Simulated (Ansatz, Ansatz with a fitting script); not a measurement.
## The order of polymorphs of C (R-3m) on a ladder of methods

Do cheaper functionals agree with RPA on the order of polymorphs of C (R-3m)?

Program: Ansatz 0.2.0. Level of theory: density functionals and EXX+RPA, plane waves. Results are calculated unless marked as measured.

The database entry behind the starting cell is an old determination (1942), so it need not match the best structure at ambient conditions.

## 1. Set-up

The structure is trigonal, space group R-3m (No. 166). The conventional cell has a = 2.456 Å, b = 2.456 Å, c = 10.041 Å, α = 90.00°, β = 90.00°, γ = 120.00°. C has 3 C at 1.42 Å nearest.

The start is a database's relaxed structure.

## 2. Relax (relaxation of R-3m)

A relaxation at this level of theory: leftover forces would pass straight into the levels.

This step: DFT, r2SCAN with rVV10, plane waves, PAW.

File input.yaml:

```yaml
crystal:
  lattice:
    - [1.2280287114, 0.7090027071, 3.3470114498]
    - [-1.2280287114, 0.7090027071, 3.3470114498]
    - [0.0, -1.4180054142, 3.3470114498]
  atoms:
    - { symbol: C, position: [0.836, 0.836, 0.836] }
    - { symbol: C, position: [0.164, 0.164, 0.164] }
kpoints:
  mp_grid: { grid: [10, 10, 10] }
hamiltonian:
  xc: r2scan
  pseudopotentials: { kind: paw, source: ansatz }
  dispersion: rvv10
scf:
  occupations: { method: fermi_dirac, width: 0.02 }
relax:
  f_tol: 0.01
  max_steps: 60
  cell: {}
```

Run with:

```
$ ansatz run input.yaml --threads 8 --pin off --max-ram 18432MiB --backend cpu --events-out ev --progress --plain --runs-dir out
```

Numbers of over 12 decimals in the logs are rounded to 6 here.

The program printed:

```text
The last accepted step is kept in <dir> (removed where the run ends without a failure and the disk answers)
basis.fft_grid_basis auto: the FFT boxes are laid along the combinations [[1, 0, -1], [0, 1, -1], [0, 0, 1]] of the cell's own vectors, 2.456, 2.456 and 3.635 Å long. The dense box has 27×27×40 points. Along the cell's own vectors, as sized, it would have 40×40×40, 2.19 times as many. Of the 12 symmetry operations that the crystal satisfies within crystal.symmetry.tolerance (time reversal apart; of a slab, those that [...]
Engine: ansatz 0.2.0, aarch64-unknown-linux-gnu
Pseudopotentials: kind: paw
Pseudopotential: C, paw, valence charge 4, recommended cutoff 820 eV (normal), C.paw.azcp
Functional definition: r2SCAN+rVV10
  parameter k0 = 0.174
  parameter k1 = 0.065
  parameter a1 = 4.9479
  exchange = r2scan_x(k0 = k0, k1 = k1, a1 = a1)
  correlation = r2scan_c + rvv10(11.95, 0.0093)
Crystal: 2 atoms, lattice volume = 17.485 Å³
Basis set: ecut = 820 eV, 945 PW (Γ), FFT grids on a1−a3, a2−a3, a3, exchange–correlation on 108×108×160 points (64 copies of the dense FFT grid, shifted against one another)
Bands: 8, of which v1, the nominal top of the filled ones, is band 4 counted from 1 (3 counted from 0)
Symmetry: 12 space group operations
Space group: R-3m (ITA 166), of the structure as read, at distance tolerance 2.6e-5 Å
k-points: 116 of 1000
Non-local potential: C, projectors of the file, l = 0: 2, l = 1: 2
PAW form: soft (Blöchl's): semilocal exchange-correlation on the pseudo side does not see the compensation charge
rVV10 density: all electrons in the spheres
PAW frozen core: C, regenerated for the run's functional (the file was generated under x = pbe(κ = 0.804, μ = 0.219515), c = pbe(β = 0.066725))
PAW one-centre angular grid: C, 302 points (default); XC on 160 Gauss nodes
Initial density: superposition of atomic densities (chi_scale 0.1, normalization cell)
Initial wavefunctions: pseudopotential atomic-orbital guess
Functional: x = r2scan, c = r2scan + rvv10(b = 11.95, C = 0.0093); τ floored in thin density (d = 2e-4 eV/Å³)
SCF iter   1: F=—  HF=-503.813157 eV  |F-HF|=—  |Δ(HF+E_count)|=         —  Δρ=1.27e-1  dr2=2.34e0  dr2_τ=1.12e0  ethr=3.10e-3  ⟨swp⟩=6.6  Hψ=8509  notcnv=0
preconditioner: auto → none  [insulator: Δε(μ)=1.335 eV  Ē_g=20.343 eV  σ=0.020 eV  W_gap=1.00  n_scr=2 (ndim 8)  ℏωp=25.1 eV  f_vac=0.000  D(μ)=0.00/eV (n_scr^D=0)  ε∞_Penn≈2.5]
SCF iter   2: F=—  HF=-503.016377 eV  |F-HF|=—  |Δ(HF+E_count)|=   7.97e-1  Δρ=4.96e-2  dr2=2.40e-1  dr2_τ=1.45e-2  ethr=3.10e-3  ⟨swp⟩=3.0  Hψ=3141  notcnv=0
SCF iter   3: F=—  HF=-502.979861 eV  |F-HF|=—  |Δ(HF+E_count)|=   3.65e-2  Δρ=9.38e-3  dr2=4.74e-3  dr2_τ=7.70e-4  ethr=3.00e-3  ⟨swp⟩=2.7  Hψ=2145  notcnv=0
SCF iter   4: F=—  HF=-502.981967 eV  |F-HF|=—  |Δ(HF+E_count)|=   2.11e-3  Δρ=5.10e-4  dr2=2.34e-5  dr2_τ=3.11e-5  ethr=5.93e-5  ⟨swp⟩=2.5  Hψ=1934  notcnv=0
SCF iter   5: F=—  HF=-502.981976 eV  |F-HF|=—  |Δ(HF+E_count)|=   9.27e-6  Δρ=1.34e-4  dr2=1.16e-6  dr2_τ=6.83e-7  ethr=2.93e-7  ⟨swp⟩=2.1  Hψ=1592  notcnv=0
SCF iter   6: F=-502.981976 eV  HF=-502.981976 eV  |F-HF|=1.71e-10  |Δ(HF+E_count)|=   4.30e-7  Δρ=7.63e-6  dr2=5.33e-9  dr2_τ=1.87e-9  ethr=1.25e-9  ⟨swp⟩=5.9  Hψ=3464  notcnv=0
SCF 1 converged in 6 iterations: F = -502.981976 eV  dr2 = 5.33e-9
[...]
relax step   1: F+E_penalty+E_count = -502.98197621 eV  Δ(F+E_penalty+E_count) = +0.000e0 eV  max|allowed force component| = 9.184e-1 eV/Å  Δτ_max = 0.0000 Å  P = -0.622 GPa  Ω = 17.485 Å³  (6 SCF iters, dr2 threshold 1.00e-7 eV, accepted)
[...]
relax step   2: F+E_penalty+E_count = -503.00475420 eV  Δ(F+E_penalty+E_count) = -2.278e-2 eV  max|allowed force component| = 2.237e-1 eV/Å  Δτ_max = 0.0332 Å  P = -1.343 GPa  Ω = 17.542 Å³  energy of the carried Pulay correction = -5.683e-6 eV  (5 SCF iters, dr2 threshold 2.00e-7 eV, accepted)
[...]
relax step   4: F+E_penalty+E_count = -503.00658114 eV  Δ(F+E_penalty+E_count) = -4.004e-5 eV  max|allowed force component| = 1.579e-3 eV/Å  Δτ_max = 0.0000 Å  P = -0.027 GPa  Ω = 17.512 Å³  energy of the carried Pulay correction = -2.767e-6 eV  (3 SCF iters, dr2 threshold 2.00e-7 eV, accepted)
[...]
relax step   6: F+E_penalty+E_count = -503.00658543 eV  Δ(F+E_penalty+E_count) = -3.487e-6 eV  max|allowed force component| = 8.819e-5 eV/Å  Δτ_max = 0.0000 Å  P = +0.012 GPa  Ω = 17.523 Å³  stress off target by 1.59e-2 GPa  SCF on the basis re-selected at this cell (its energy is not comparable with the rows above)  (3 SCF iters)
basis re-selected at this cell: Δ(F+E_penalty+E_count) = -3.487e-6 eV, ΔP = -0.000 GPa vs the last step (what re-selecting the basis moved, of the pressure what is left beyond the Pulay correction that the steps carried, after the strain that the cell walked since its last selection, with what the two solves' SCF thresholds leave and, on support functions, any second-order correction that the steps lacked; it is no m [...]
SCF converged after 3 iterations
Free energy (F): -503.006585 eV
Harris-Foulkes:  -503.006585 eV  (|F-HF|=1.88e-12)
Internal energy: -503.006585 eV  (E = F + TS)
E sigma→0 (E₀):  -503.006585 eV
Fermi energy:    7.168518 eV
--- Per-component energies (eV) ---
  E_band       = -21.702328
  E_kinetic    = 205.147165
  E_local      = -311.112613  (includes V_loc(G=0)·N_el)
  E_nonlocal   = 35.986400
  E_hartree    = 91.653695
  E_xc         = -101.032608
  E_vxc        = -136.801084  (∫ρ·V_xc dr)
  E_paw        = -193.913266  (= ΣΔE_a)
  E_vpaw       = -6.012779  (= ΣTr[D̂ρ^β])
  E_aug_tail   = -0.000020  (compensation charges beyond the density's cutoff)
  E_vtau       = 7.783190  (kinetic-family band-sum trace: ∫τ·v_τ [+ j·A + Jᵃ·Aᵃ] dr)
  E_ewald      = -229.685981
  E_core_change = -0.049357  (= ΣΔE_core)
  E_smearing   = -0.000000  (= −TS)
  E_closure    = -0.000000  (closes the sum)
  Σ components = -503.006585   (vs F -503.006585, Δ=0.00e0)
--- Forces (eV/Å), atoms counted from 1 ---
  atom   1  C     -0.00000000     0.00000000     0.00008819
  atom   2  C      0.00000000    -0.00000000    -0.00008819
  max |Σ_I F_I| component: 1.36e-20 eV/Å
--- Stress (GPa, compression-positive) ---
        0.015906       0.000000      -0.000000
        0.000000       0.015906       0.000000
       -0.000000       0.000000       0.003723
  P = ⅓ Tr σ = 0.0118 GPa (0.118 kbar)
--- Relaxed structure (5 steps of the walk, 5 accepted, 1 SCFs on fresh bases) ---
  F+E_penalty+E_count = -503.00658543 eV   max|allowed force component| = 8.819e-5 eV/Å   (the final SCF, on the basis selected at the relaxed cell)
  cell:  # Å, volume = 17.5231 Å³
    - [1.227306, 0.708586, 3.358268]
    - [-1.227306, 0.708586, 3.358268]
    - [0, -1.417171, 3.358268]
  atoms:
    - { symbol: C, position: [0.833339, 0.833339, 0.833339] }
    - { symbol: C, position: [0.166661, 0.166661, 0.166661] }
```

It took 5.9 s on 8 threads of Arm Neoverse V1, shared host; peak memory 0.49 GiB; 41 s of CPU time.

The steps of the relaxation:

| step | energy less that of the first step (eV) | largest force component (eV/Å) | pressure (GPa) | volume (Å³) |
| --- | --- | --- | --- | --- |
| 1 | 0.0000 | 0.9184 | -0.62 | 17.48 |
| 2 | -0.0228 | 0.2237 | -1.34 | 17.54 |
| 3 | -0.0246 | 0.0026 | -0.35 | 17.50 |
| 4 | -0.0246 | 0.0016 | -0.03 | 17.51 |
| 5 | -0.0246 | 0.0001 | 0.01 | 17.52 |
| 6* | -0.0246 | 0.0001 | 0.01 | 17.52 |

Relaxation steps marked * repeat the geometry before them on a plane-wave basis chosen anew for their cell, so energy and pressure can jump there.

Forces are held to the 12 operations that the run works with; a distortion that breaks them can't arise in this run.

| conventional cell, symmetrised | before | after | change |
| --- | --- | --- | --- |
| a (Å) | 2.456 | 2.455 | -0.1 % |
| b (Å) | 2.456 | 2.455 | -0.1 % |
| c (Å) | 10.041 | 10.075 | +0.3 % |
| volume (Å³/atom) | 8.74 | 8.76 | +0.2 % |

The atoms that moved most (Å, as changes of fractional coordinates times the final cell):

| atom | dx | dy | dz | length |
| --- | --- | --- | --- | --- |
| C1 | 0.000 | 0.000 | -0.027 | 0.027 |
| C2 | 0.000 | 0.000 | 0.027 | 0.027 |

Final coordinates:

```xyz
2
Lattice="1.2273 0.7086 3.3583 -1.2273 0.7086 3.3583 0.0000 -1.4172 3.3583" Properties=species:S:1:pos:R:3 pbc="T T T"
C     0.0000    0.0000    8.3957
C     0.0000    0.0000    1.6791
```

## 3. Relax (relaxation of Fmmm)

The cell differs from the one that the last finished run ended in (a 3.645 → 3.967 Å, b 3.645 → 3.566 Å, c 3.645 → 2.456 Å, α 39.4 → 80.1°, β 39.4 → 62.3°, γ 39.4 → 37.6°).

input.yaml, the sections that differ from step 2:

```yaml
crystal:
  lattice:
    - [0.0, 2.127, 3.348]
    - [1.228, 0.0, 3.348]
    - [1.228, 2.127, 0.0]
  atoms:
    - { symbol: C, position: [0.16667, 0.83333, 0.16667] }
    - { symbol: C, position: [0.83333, 0.16667, 0.83333] }
# kpoints, hamiltonian, scf, relax: as in step 2
```

The program printed:

```text
[...]
Crystal: 2 atoms, lattice volume = 17.490 Å³
Basis set: ecut = 820 eV, 935 PW (Γ), exchange–correlation on 180×160×108 points (64 copies of the dense FFT grid, shifted against one another)
Bands: 8, of which v1, the nominal top of the filled ones, is band 4 counted from 1 (3 counted from 0)
Symmetry: 8 space group operations
[...]
k-points: 171 of 1000
[...]
0.000000       0.000119       0.000000
        0.000000       0.000000       0.010164
  P = ⅓ Tr σ = 0.0056 GPa (0.056 kbar)
--- Relaxed structure (3 steps of the walk, 3 accepted, 1 SCFs on fresh bases) ---
[...]
cell:  # Å, volume = 17.6542 Å³
    - [0.0, 2.124970, 3.383450]
    - [1.227736, 0.0, 3.383450]
    - [1.227736, 2.124970, 0.0]
  atoms:
    - { symbol: C, position: [0.166658, 0.833342, 0.166658] }
    - { symbol: C, position: [0.833342, 0.166658, 0.833342] }
[key lines of the parts left out:]
SCF converged after 3 iterations
Free energy (F): -503.003419 eV
Fermi energy:    6.949418 eV
```

The job ended after 7.6 s (8 threads; peak memory 0.63 GiB).

Step by step:

| step | energy less that of the first step (eV) | largest force component (eV/Å) | pressure (GPa) | volume (Å³) |
| --- | --- | --- | --- | --- |
| 1 | 0.0000 | 0.0215 | -0.38 | 17.49 |
| 2 | -0.0003 | 0.0135 | -0.10 | 17.61 |
| 3 | -0.0003 | 0.0045 | 0.01 | 17.65 |
| 4* | -0.0003 | 0.0045 | 0.01 | 17.65 |

Relaxation steps marked * repeat the geometry before them on a plane-wave basis chosen anew for their cell, so energy and pressure can jump there.

The run keeps the 8 symmetry operations that it works with, so distortions that break them were not tested.

| conventional cell, symmetrised | before | after | change |
| --- | --- | --- | --- |
| a (Å) | 2.456 | 2.455 | -0.0 % |
| b (Å) | 4.254 | 4.250 | -0.1 % |
| c (Å) | 6.696 | 6.767 | +1.1 % |
| volume (Å³/atom) | 8.74 | 8.83 | +0.9 % |

The relaxed structure:

```xyz
2
Lattice="0.0000 2.1250 3.3835 1.2277 0.0000 3.3835 1.2277 2.1250 0.0000" Properties=species:S:1:pos:R:3 pbc="T T T"
C     1.2277    0.7083    3.3835
C     1.2277    3.5417    3.3835
```

## 4. Scf lda (preparation)

This step: DFT, LDA, plane waves, PAW.

File input.yaml:

```yaml
crystal:
  lattice:
    - [1.2273062137, 0.7085855729, 3.3582677061]
    - [-1.2273062137, 0.7085855729, 3.3582677061]
    - [0.0, -1.4171711457, 3.3582677061]
  atoms:
    - { symbol: C, position: [0.8333390776, 0.8333390776, 0.8333390776] }
    - { symbol: C, position: [0.1666609224, 0.1666609224, 0.1666609224] }
kpoints:
  mp_grid: { grid: [10, 10, 10] }
hamiltonian:
  xc: lda
  pseudopotentials: { kind: paw, source: ansatz }
scf:
  occupations: { method: fermi_dirac, width: 0.02 }
  n_extra_bands: 4
output:
  eigenvalues: true
  forces: true
  stress: true
```

The program printed:

```text
[...]
Crystal: 2 atoms, lattice volume = 17.523 Å³
Basis set: ecut = 820 eV, 951 PW (Γ), FFT grids on a1−a3, a2−a3, a3
Bands: 8, of which v1, the nominal top of the filled ones, is band 4 counted from 1 (3 counted from 0)
Symmetry: 12 space group operations
[...]
k-points: 116 of 1000
[...]
SCF iter   1: F=—  HF=-487.260878 eV  |F-HF|=—  |Δ(HF+E_count)|=         —  Δρ=1.35e-1  dr2=2.73e0  ethr=3.10e-3  ⟨swp⟩=6.4  Hψ=8435  notcnv=0
[...]
SCF iter   6: F=-485.967981 eV  HF=-485.967981 eV  |F-HF|=1.55e-9  |Δ(HF+E_count)|=   1.99e-8  Δρ=3.30e-6  dr2=2.87e-9  ethr=1.25e-9  ⟨swp⟩=6.9  Hψ=5329  notcnv=0
SCF 1 converged in 6 iterations: F = -485.967981 eV  dr2 = 2.87e-9
[...]
SCF converged after 6 iterations
Free energy (F): -485.967981 eV
[...]
Internal energy: -485.967981 eV  (E = F + TS)
E sigma→0 (E₀):  -485.967981 eV
Fermi energy:    6.917024 eV
[...]
--- Forces (eV/Å), atoms counted from 1 ---
  atom   1  C      0.00000000     0.00000000     0.01118331
  atom   2  C      0.00000000    -0.00000000    -0.01118331
  max |Σ_I F_I| component: 0.00e0 eV/Å
--- Stress (GPa, compression-positive) ---
       -5.166308       0.000000      -0.000000
        0.000000      -5.166308       0.000000
        0.000000       0.000000      -0.033774
  P = ⅓ Tr σ = -3.4555 GPa (-34.555 kbar)
--- Band table (eV; the first three rows and the last of 116) ---
[...]
```

Wall time 0.46 s (8 threads); peak memory 0.33 GiB.

The column dr2 measures how far the density is from self-consistency, as an energy; F and HF (Harris–Foulkes) agree once it is small.

Total energy -485.9680 eV.

## 5. Scf lda (preparation)

This step: DFT, LDA, plane waves, norm-conserving pseudopotentials.

input.yaml, the sections that differ from step 4:

```yaml
kpoints:
  mp_grid: { grid: [4, 4, 4] }
hamiltonian:
  xc: lda
  pseudopotentials: { kind: nc, xc_functional: pbe }
scf:
  occupations: { method: fixed }
  n_extra_bands: 4
# crystal, output: as in step 4
```

The program printed:

```text
[...]
Crystal: 2 atoms, lattice volume = 17.523 Å³
Basis set: ecut = 1115.666836 eV, 1489 PW (Γ), FFT grids on a1−a3, a2−a3, a3
Bands: 8, of which v1, the nominal top of the filled ones, is band 4 counted from 1 (3 counted from 0)
Symmetry: 12 space group operations
[...]
k-points: 13 of 64
[...]
atom   1  C      0.00000000    -0.00000000    -0.00065263
  atom   2  C      0.00000000     0.00000000     0.00065263
  max |Σ_I F_I| component: 1.08e-19 eV/Å
--- Stress (GPa, compression-positive) ---
        1.357777       0.000000       0.000000
        0.000000       1.357777      -0.000000
       -0.000000      -0.000000       0.083075
  P = ⅓ Tr σ = 0.9329 GPa (9.329 kbar)
--- Band table (eV; the first three rows and the last of 13) ---
[...]
[key lines of the parts left out:]
SCF converged after 7 iterations
Free energy (F): -327.072496 eV
Fermi energy:    4.942999 eV
```

Run time: 0.18 s. Hardware: 8 threads; peak memory 0.23 GiB.

Total energy -327.0725 eV.

## 6. Energy LDA (polymorph R-3m)

This step: DFT, LDA, plane waves, PAW.

input.yaml, the sections that differ from step 5:

```yaml
kpoints:
  mp_grid: { grid: [12, 12, 12] }
hamiltonian:
  xc: lda
  pseudopotentials: { kind: paw, source: ansatz }
scf:
  occupations: { method: fixed }
  n_extra_bands: 4
  convergence: { dr2_threshold: 1.0e-09 }
# crystal, output: as in step 5
```

The program printed:

```text
[...]
atom   1  C      0.00000000     0.00000000     0.02728987
  atom   2  C      0.00000000    -0.00000000    -0.02728987
  max |Σ_I F_I| component: 0.00e0 eV/Å
--- Stress (GPa, compression-positive) ---
       -4.989234       0.000000       0.000000
        0.000000      -4.989234       0.000000
       -0.000000       0.000000      -0.441365
  P = ⅓ Tr σ = -3.4733 GPa (-34.733 kbar)
--- Band table (eV; the first three rows and the last of 189) ---
[...]
[key lines of the parts left out:]
SCF converged after 7 iterations
Free energy (F): -485.964696 eV
Fermi energy:    6.475590 eV
```

Run time: 0.62 s. Hardware: 8 threads; peak memory 0.36 GiB; 3.8 s of CPU time.

Total energy -485.9647 eV.

## 7. Energy r2SCAN (polymorph R-3m)

r2SCAN sits between gradient functionals and hybrids in what it does to gaps, at little more than semilocal cost.

This step: DFT, r2SCAN, plane waves, PAW.

Changes to input.yaml since step 6:

```diff
@@ -11,3 +11,3 @@
 hamiltonian:
-  xc: lda
+  xc: r2scan
   pseudopotentials: { kind: paw, source: ansatz }
```

The program printed:

```text
[...]
Crystal: 2 atoms, lattice volume = 17.523 Å³
Basis set: ecut = 820 eV, 951 PW (Γ), FFT grids on a1−a3, a2−a3, a3, exchange–correlation on 96×96×144 points (64 copies of the dense FFT grid, shifted against one another)
Bands: 8, of which v1, the nominal top of the filled ones, is band 4 counted from 1 (3 counted from 0)
Symmetry: 12 space group operations
[...]
atom   1  C      0.00000000     0.00000000     0.01743475
  atom   2  C      0.00000000    -0.00000000    -0.01743475
  max |Σ_I F_I| component: 0.00e0 eV/Å
--- Stress (GPa, compression-positive) ---
        0.298237       0.000000      -0.000000
        0.000000       0.298237       0.000000
        0.000000       0.000000       1.305653
  P = ⅓ Tr σ = 0.6340 GPa (6.340 kbar)
--- Band table (eV; the first three rows and the last of 189) ---
[...]
[key lines of the parts left out:]
SCF converged after 7 iterations
Free energy (F): -503.340988 eV
Fermi energy:    6.725798 eV
```

Wall time 1.1 s (8 threads); peak memory 0.45 GiB.

Total energy -503.3410 eV.

## 8. Energy r2SCAN+rVV10 (polymorph R-3m)

This step: DFT, r2SCAN with rVV10, plane waves, PAW.

Changes to input.yaml since step 7:

```diff
@@ -13,2 +13,3 @@
   pseudopotentials: { kind: paw, source: ansatz }
+  dispersion: rvv10
 scf:
```

The program printed:

```text
[...]
Crystal: 2 atoms, lattice volume = 17.523 Å³
Basis set: ecut = 820 eV, 951 PW (Γ), FFT grids on a1−a3, a2−a3, a3, exchange–correlation on 108×108×160 points (64 copies of the dense FFT grid, shifted against one another)
Bands: 8, of which v1, the nominal top of the filled ones, is band 4 counted from 1 (3 counted from 0)
Symmetry: 12 space group operations
[...]
atom   1  C      0.00000000     0.00000000     0.01685176
  atom   2  C      0.00000000    -0.00000000    -0.01685176
  max |Σ_I F_I| component: 0.00e0 eV/Å
--- Stress (GPa, compression-positive) ---
        0.200735       0.000000       0.000000
        0.000000       0.200735      -0.000000
        0.000000      -0.000000      -0.421815
  P = ⅓ Tr σ = -0.0068 GPa (-0.068 kbar)
--- Band table (eV; the first three rows and the last of 189) ---
[...]
[key lines of the parts left out:]
SCF converged after 7 iterations
Free energy (F): -503.002852 eV
Fermi energy:    6.711020 eV
```

Wall time 1.8 s (8 threads); peak memory 0.51 GiB; 12 s of CPU time.

Total energy -503.0029 eV.

## 9. Energy r2SCAN-D4 (polymorph R-3m)

This step: DFT, r2SCAN with D4 dispersion, plane waves, PAW.

Changes to input.yaml since step 8:

```diff
@@ -13,3 +13,3 @@
   pseudopotentials: { kind: paw, source: ansatz }
-  dispersion: rvv10
+  dispersion: d4
 scf:
```

The program printed:

```text
[...]
Crystal: 2 atoms, lattice volume = 17.523 Å³
Basis set: ecut = 820 eV, 951 PW (Γ), FFT grids on a1−a3, a2−a3, a3, exchange–correlation on 96×96×144 points (64 copies of the dense FFT grid, shifted against one another)
Bands: 8, of which v1, the nominal top of the filled ones, is band 4 counted from 1 (3 counted from 0)
Symmetry: 12 space group operations
[...]
atom   1  C      0.00000000     0.00000000     0.01743652
  atom   2  C      0.00000000    -0.00000000    -0.01743652
  max |Σ_I F_I| component: 0.00e0 eV/Å
--- Stress (GPa, compression-positive) ---
       -0.956803       0.000000      -0.000000
        0.000000      -0.956803       0.000000
        0.000000       0.000000       0.009358
  P = ⅓ Tr σ = -0.6347 GPa (-6.347 kbar)
--- Band table (eV; the first three rows and the last of 189) ---
[...]
[key lines of the parts left out:]
SCF converged after 7 iterations
Free energy (F): -503.493794 eV
Fermi energy:    6.725798 eV
```

The job ended after 1.2 s (8 threads; peak memory 0.45 GiB).

Total energy -503.4938 eV.

[end of part 1 of 2]

[Paths, hosts, dates, memory and timing lines, banners, echoed tables and standing remarks are left out of the program output.]

[Logs are printed without paths, hosts, clocks, repeated set-up lines and the standing remarks that a program may print on its own settings, such as how far it seeks lower states.]

[Runs of the session that timed out or met a known fault of the program may be left out.]

[Hosts, paths, dates, database ids (printed as entryN), source tags and the programs' standing remarks are cut or masked in the printed files.]
